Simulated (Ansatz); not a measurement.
**Debugging a many-body input for Bi2Te2Pb2S3 (P-3m1)**

What is wrong with this input for Bi2Te2Pb2S3 (P-3m1)?

Main program and level: Ansatz 0.2.0; G0W0 on PBE, plane waves, PAW; PAW set soft_1.

### 1. Set-up

Symmetry: P-3m1, No. 164, trigonal system. The conventional cell has a = 4.258 Å, b = 4.258 Å, c = 16.943 Å, α = 90.00°, β = 90.00°, γ = 120.00°. Nearest to Bi lie 3 S at 3.02 Å and 3 Te at 3.04 Å. Nearest to Te lie 3 Bi at 3.04 Å. Nearest to Pb lie 6 S at 2.99 to 3.00 Å. Nearest to S lie 3 Pb at 2.99 Å and 3 Bi at 3.02 Å. Nearest to S lie 6 Pb at 3.00 Å. Farther neighbours and most contacts between anions are not listed.

The cell and positions come from the Crystallography Open Database and are kept as given unless a step says otherwise. Spin-orbit coupling is left out unless a step names it. The default PAW set here is soft_1. Its files were made with PBE.

### 2. First try

File input.yaml:

```yaml
crystal:
  lattice:
    - [4.25788, 0.0, 0.0]
    - [-2.12894, 3.6874322463, 0.0]
    - [0.0, 0.0, 16.9431]
  atoms:
    - { symbol: Bi, position: [0.0, 0.0, 0.19477] }
    - { symbol: Bi, position: [0.0, 0.0, 0.80523] }
    - { symbol: Te, position: [0.3333333333, 0.6666666667, 0.9106] }
    - { symbol: Te, position: [0.6666666667, 0.3333333333, 0.0894] }
    - { symbol: Pb, position: [0.3333333333, 0.6666666667, 0.60123] }
    - { symbol: Pb, position: [0.6666666667, 0.3333333333, 0.39877] }
    - { symbol: S, position: [0.3333333333, 0.6666666667, 0.29817] }
    - { symbol: S, position: [0.6666666667, 0.3333333333, 0.70183] }
    - { symbol: S, position: [0.0, 0.0, 0.5] }
kpoints:
  mp_grid: { grid: [6, 6, 1] }
hamiltonian:
  xc: pbe
  pseudopotentials: { kind: paw_fr, azcp: { folder: soft_1 } }
scf:
  occupations: { method: fixed }
magnetization:
  noncollinear: true
  spin_orbit: true
gw:
  n_empty_bands: 280
  ecut_chi: 60
  qp_bands: [v3, c3]
  qp_kpoints: band_edges
  screening: { model: contour_deformation }
```

Run with:

```
$ ansatz run input.yaml --threads 2 --pin off --max-ram 92160MiB --backend cpu --events-out ev --progress --plain --runs-dir out
```

Numbers of over 12 decimals in the logs are rounded to 6 here.

The program printed:

```text
Error: gw: with magnetization.noncollinear: true — the χ₀/Σ pipeline is wired for the unpolarised channel only — spinor oscillator elements and the per-channel sum are not implemented; use an unpolarised deck
```

Wall time 0.04 s (2 threads of AMD EPYC 7R13 (Zen 3), shared host); peak memory 0.04 GiB.

Q: What is the fault?

The program refused the input before any cycle.

The program's message: “Error: gw: with magnetization.noncollinear: true — the χ₀/Σ pipeline is wired for the unpolarised channel only — spinor oscillator elements and the per-channel sum are not implemented; use an unpolari …”

The fault: spin-orbit coupling. The physics allows it, but this program's G0W0 has no spinor form; spin-orbit coupling is taken from a separate density-functional step.

### 3. A better input

G0W0 replaces the xc potential by the self-energy, built once from these orbitals. Only a window of levels is corrected, while the sums run over the empty bands that the input names. This step takes PAW set soft_1 files.

input.yaml: that of step 2 with these lines changed.

```diff
@@ -19,11 +19,8 @@
   xc: pbe
-  pseudopotentials: { kind: paw_fr, azcp: { folder: soft_1 } }
+  pseudopotentials: { kind: paw, azcp: { folder: soft_1 } }
 scf:
   occupations: { method: fixed }
-magnetization:
-  noncollinear: true
-  spin_orbit: true
 gw:
-  n_empty_bands: 280
-  ecut_chi: 60
+  n_empty_bands: 213
+  ecut_chi: 50
   qp_bands: [v3, c3]
```

Run with:

```
$ ansatz run input.yaml --threads 2 --pin off --max-ram 92160MiB --backend cuda --events-out ev --progress --plain --runs-dir out --devices 1 --max-vram 13GiB
```

The program printed:

```text
GPUs: using 1 of 1 available (devices: 1).
[...]
device memory: the entry about to start is reckoned to put 3.1 GiB on a device that reports 50.5 GiB free (of which the cap on the GPU budget leaves the run 13.0 GiB)
GPU FFT provider: cuFFT
GPU libraries: cuBLAS 13.8.2, cuFFT 12.4.0, cuSOLVER 12.3.4
Crystal: 9 atoms, lattice volume = 266.018 Å³
Basis set: ecut = 420 eV, 5175 PW (Γ)
Bands: 65, of which v1, the nominal top of the filled ones, is band 54 counted from 1 (53 counted from 0)
Symmetry: 12 space group operations
[...]
k-points: 7 of 36
[...]
GPU buffer pool allocated for 108000 grid points (all kernels)
GPU transforms: local potential and band sums: pruned to the plane-wave sphere, on 30×30×120
[...]
SCF iter   1: F=—  HF=-65287.149958 eV  |F-HF|=—  |Δ(HF+E_count)|=         —  Δρ=2.48e-2  dr2=5.37e0  ethr=3.10e-3  ⟨swp⟩=5.0  Hψ=1543  notcnv=0  defer=47
[...]
1    56      9.8840    -9.9490    -2.8381   -13.2055  0.7476    10.2483    10.3023  root ?
[...]
2    55      9.5394    -9.5194    -2.9016   -12.7322  0.7547     9.8716     9.8506  root ?
     2    56     10.0127    -9.5594    -3.0324   -12.9191  0.7490    10.3681    10.3400  root ?
[...]
3    57     10.2181    -8.7800    -3.1758   -12.2860  0.7516    10.5782    10.5484  root ?
[...]
4    55      9.8434    -9.1056    -3.1007   -12.5310  0.7548    10.1949    10.1681  root ?
[...]
6    52      7.5441   -16.5868     1.8023   -14.8809  0.7258     7.6398     7.6405  root
     6    53      7.5559   -16.8522     1.8895   -15.0546  0.7246     7.6471     7.6477  root
     6    54      7.5559   -16.8522     1.8895   -15.0546  0.7246     7.6471     7.6477  root
     6    55     10.0384    -9.0749    -3.1706   -12.5756  0.7509    10.3982    10.3685  root ?
     6    56     10.0384    -9.0749    -3.1706   -12.5756  0.7509    10.3982    10.3685  root ?
     6    57     10.3823    -8.7934    -3.2261   -12.4488  0.7505    10.7611    10.8116  root
[key lines of the parts left out:]
SCF converged after 10 iterations
Free energy (F): -65286.060217 eV
Fermi energy:    8.355901 eV
```

Wall time 14 s (1 × NVIDIA H100 80GB HBM3 (shared by 6 runs) with 2 threads); peak memory 1.4 GiB.

Reading the cycles: dr2 is the Hartree energy of the density residual (eV), the measure of convergence; HF is the Harris–Foulkes estimate of the energy, which meets the free energy F at convergence.

Numbers from this step:

| Item | Value |
| --- | --- |
| bands summed | 267 |
| RPA ε∞ on this mesh (eigenvalues) | 19.08, 19.08, 27.41 |
| plane waves in the screening matrix | 229 |
| q-points in the mesh | 36 |
| G0W0 gap on the mesh | 0.4711 eV |
| k of the valence top | 0, 0, 0 |
| k of the conduction bottom | 0, 0, 0 |
| starting gap on the mesh | 0.3842 eV |
| Z at the valence top | 0.7418 |
| Z at the conduction bottom | 0.7633 |
| least direct G0W0 gap on the computed points | 0.4711 eV |

The gap on the mesh goes from 0.38 eV to 0.47 eV, a correction of +0.09 eV. Between the two edge states, bare exchange in place of the xc potential would open the gap by 4.02 eV, and correlation takes back 3.93 eV.

### 4. Outcome

```json
{
  "first try": "refused after 0.04 s",
  "better run": "G0W0 gap on the mesh 0.47 eV (6×6×1 mesh, 213 empty bands, screening to 50 eV, PAW set soft_1 files)"
}
```

In words: The second run differs in: start, files, empty bands and screening cutoff (eV). Bands and cutoff are finite, so the gap is not at the basis limit. The miss can reach some tenths of an eV and take either sign; the mesh is an error of its own. The 6×6×1 mesh is coarse for this cell (its supercell is 17 Å along the shortest edge). The RPA ε∞ on it, from the PBE start, is 19.08 and 27.41; such meshes misread the long-range screening, most where the gap is narrow. Where an edge is built on 6p states of lead, bismuth or thallium, scalar-relativistic gaps usually stand too wide, by a few tenths to over one eV. With atoms this heavy and so narrow a gap, spin-orbit coupling can invert the bands. These scalar-relativistic gaps are then model values, not to be set against experiment, and a spin-orbit change taken from DFT can't simply be added.

[Paths, hosts, dates, memory and timing lines, banners, echoed tables and standing remarks are left out of the program output.]

[Logs are printed without paths, hosts, clocks, repeated set-up lines and the standing remarks that a program may print on its own settings, such as how far it seeks lower states.]

[Runs of the session that timed out or met a known fault of the program may be left out.]

[Cells called generated may have been cut or substituted from an entry of the Crystallography Open Database or the Materials Project.]

[Hosts, paths, dates, database ids (printed as entryN), source tags and the programs' standing remarks are cut or masked in the printed files.]
